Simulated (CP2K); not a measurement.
Consider 2-vinyloxazole at its PBE geometry (Å).

```xyz
12

C     2.2659    0.2538    0.8717
C     1.4858    0.1647   -0.2185
C     0.0479    0.0109   -0.1570
N    -0.7416   -0.0734    0.8884
C    -2.0147   -0.2220    0.3614
C    -1.9493   -0.2196   -1.0017
O    -0.6304   -0.0700   -1.3656
H     3.3449    0.3625    0.7794
H     1.8358    0.2169    1.8721
H     1.9122    0.2006   -1.2216
H    -2.8880   -0.3200    0.9975
H    -2.6684   -0.3045   -1.8062
```

Method: CP2K XAS_TDP, all-electron GAPW, PBEh(45%), aug-cc-pVDZ, TDA, GW2X-corrected core level, no relativity.

Predict the bright core excitations at the C K edge.

Leading lines: C1 286.31 eV, C2 287.04 eV, C3 288.59 eV, C5 288.35 eV and C6 288.39 eV. The leading line of an atom is its first one with 35 % of the strongest within 2.5 eV of its lowest line over the strength cut. Core ionisation energies at this level: C3 294.29, C5 292.71, C6 293.43, C1 292.33 and C2 292.63 eV.

The first six lines of each atom with a strength over 0.0015:

| atom | energy (eV) | states | strength, one atom | above the computed threshold |
| --- | --- | --- | --- | --- |
| C1 (bonded to C and 2 H) | 286.31 | 1 | 0.0499 |  |
|  | 290.42 | 1 | 0.0076 |  |
|  | 291.09 | 1 | 0.0135 |  |
|  | 291.55 | 1 | 0.0019 |  |
|  | 292.01 | 1 | 0.0026 |  |
|  | 292.03 | 1 | 0.0066 |  |
| C2 (bonded to 2 C and H) | 287.04 | 1 | 0.0390 |  |
|  | 290.72 | 1 | 0.0122 |  |
|  | 290.88 | 1 | 0.0150 |  |
|  | 291.69 | 1 | 0.0042 |  |
|  | 292.39 | 1 | 0.0030 |  |
|  | 292.85 | 1 | 0.0044 | yes |
| C3 (bonded to C, N and O) | 288.59 | 1 | 0.0477 |  |
|  | 292.26 | 1 | 0.0138 |  |
|  | 292.86 | 1 | 0.0047 |  |
|  | 293.14 | 1 | 0.0224 |  |
|  | 293.30 | 1 | 0.0078 |  |
|  | 293.57 | 1 | 0.0039 |  |
| C5 (bonded to C, N and H) | 288.35 | 1 | 0.0506 |  |
|  | 289.49 | 1 | 0.0043 |  |
|  | 290.92 | 1 | 0.0101 |  |
|  | 291.76 | 1 | 0.0016 |  |
|  | 291.90 | 1 | 0.0018 |  |
|  | 292.40 | 1 | 0.0025 |  |
| C6 (bonded to C, O and H) | 288.39 | 1 | 0.0491 |  |
|  | 291.09 | 1 | 0.0046 |  |
|  | 291.43 | 1 | 0.0163 |  |
|  | 292.04 | 1 | 0.0148 |  |
|  | 292.59 | 1 | 0.0023 |  |
|  | 292.85 | 1 | 0.0058 |  |

Lines are vertical, at one geometry, with no vibrational structure. GW2X ionisation energies and lines can be off by 1 to 2 eV either way, and a good line position may hide errors that cancel. These values hold no scalar relativity, about 0.1 eV for C 1s. Rydberg lines, and the discretised continuum above threshold, depend on the basis and the box.

[Banner, clock and machine lines of the logs are left out without a mark of their own.]

[Logs are printed without paths, hosts, clocks, repeated set-up lines and the standing remarks that a program may print on its own settings, such as how far it seeks lower states.]

[Hosts, paths, dates, database ids (printed as entryN), source tags and the programs' standing remarks are cut or masked in the printed files.]
